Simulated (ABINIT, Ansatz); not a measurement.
An input for ABINIT 10.8.3 (Ba2CaMoO6 (Fm-3m)):

```
acell 3*1.0 Angstrom
rprim 
  -0.000000000000 4.190056500000 4.190056500000
  4.190056500000 -0.000000000000 4.190056500000
  4.190056500000 4.190056500000 -0.000000000000
ntypat 4
znucl 56 20 42 8
natom 10
typat 1 1 2 3 4 4 4 4 4 4
xred 
  0.250000000000 0.250000000000 0.250000000000
  0.750000000000 0.750000000000 0.750000000000
  0.000000000000 0.000000000000 0.000000000000
  0.500000000000 0.500000000000 0.500000000000
  0.728140000000 0.271860000000 0.271860000000
  0.271860000000 0.728140000000 0.271860000000
  0.271860000000 0.728140000000 0.728140000000
  0.728140000000 0.271860000000 0.728140000000
  0.271860000000 0.271860000000 0.728140000000
  0.728140000000 0.728140000000 0.271860000000
pp_dirpath "pseudos"
pseudos "Ba.upf, Ca.upf, Mo.upf, O.upf"
ecut 36
ngkpt 4 4 4
nshiftk 1
shiftk 0 0 0
kptopt 1
chksymbreak 0
iscf -2
irdden 1
istwfk *1
nband 239
nbdbuf 20
tolwfr 1e-09
nstep 60
prtvol 0
indata_prefix "in"
outdata_prefix "out"
tmpdata_prefix "tmp"
```

```sh
OMP_NUM_THREADS=1 mpirun -n 4 abinit run.abi > log
```

Question: Estimate wall time and host memory on 4 MPI ranks of Arm Neoverse V1, shared host.

It took 4.5 min; on shared hardware allow 2.2 min to 9 min. Peak host memory was 0.72 GiB.

[Paths, hosts, dates, memory and timing lines, banners, echoed tables and standing remarks are left out of the program output.]

[Logs are printed without paths, hosts, clocks, repeated set-up lines and the standing remarks that a program may print on its own settings, such as how far it seeks lower states.]

[Runs of the session that timed out or met a known fault of the program may be left out.]

[No measured gap is set beside runs whose start may be inverted or whose files or cutoffs have a known fault.]

[Hosts, paths, dates, database ids (printed as entryN), source tags and the programs' standing remarks are cut or masked in the printed files.]

[G0W0 gaps are taken among the corrected bands and points alone; a level outside them can change the order at an edge.]

[Where Ansatz stands beside ABINIT at settings called matched, ABINIT's density can come from a denser mesh and the files from another edition; pairs whose starting gaps differed by over 0.03 eV were left out, so agreement reads better than it is.]
